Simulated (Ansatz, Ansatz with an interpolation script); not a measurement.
In doubt: one-shot GW on d or f shells is unsure, so the values of those runs are not to be relied on.

Rows from a G0W0 calculation on LuVO4 (I4_1/amd) (Ansatz 0.2.0; G0W0 on LDA, plane waves, PAW; PAW set soft_1; 4×4×4 mesh, 640 empty bands, screening to 150 eV, PAW set soft_1 files), in eV. Spin-orbit coupling is left out.

```
row  k  band   start       Σx  Σc at the solution      Vxc
  A  Γ    v2   7.162  -29.271               4.740  -23.847
  B  Γ    c1  10.459  -14.771              -5.908  -22.380
  C  Γ    v1   7.482  -25.732               4.365  -20.802
  D  Γ    c3  11.516  -16.753              -5.912  -24.434
  E  Γ    c2  11.093  -16.382              -6.653  -24.912
  F  Γ    c4  11.527  -17.078              -6.199  -25.070
```

Question: Work out each quasiparticle level and how far it moved.

The quasiparticle equation reads E = start + Σx + Σc(E) − Vxc.

```
row  E (eV)  shift (eV)
  A   6.478      −0.684
  B  12.161      +1.701
  C   6.917      −0.565
  D  13.286      +1.770
  E  12.970      +1.877
  F  13.321      +1.793
```

The gap over the computed points goes from 2.98 eV to 5.24 eV.

Limits: not at the basis limit; no spin polarisation; no spin-orbit coupling.

[Paths, hosts, dates, memory and timing lines, banners, echoed tables and standing remarks are left out of the program output.]

[Logs are printed without paths, hosts, clocks, repeated set-up lines and the standing remarks that a program may print on its own settings, such as how far it seeks lower states.]

[Runs of the session that timed out or met a known fault of the program may be left out.]

[Hosts, paths, dates, database ids (printed as entryN), source tags and the programs' standing remarks are cut or masked in the printed files.]
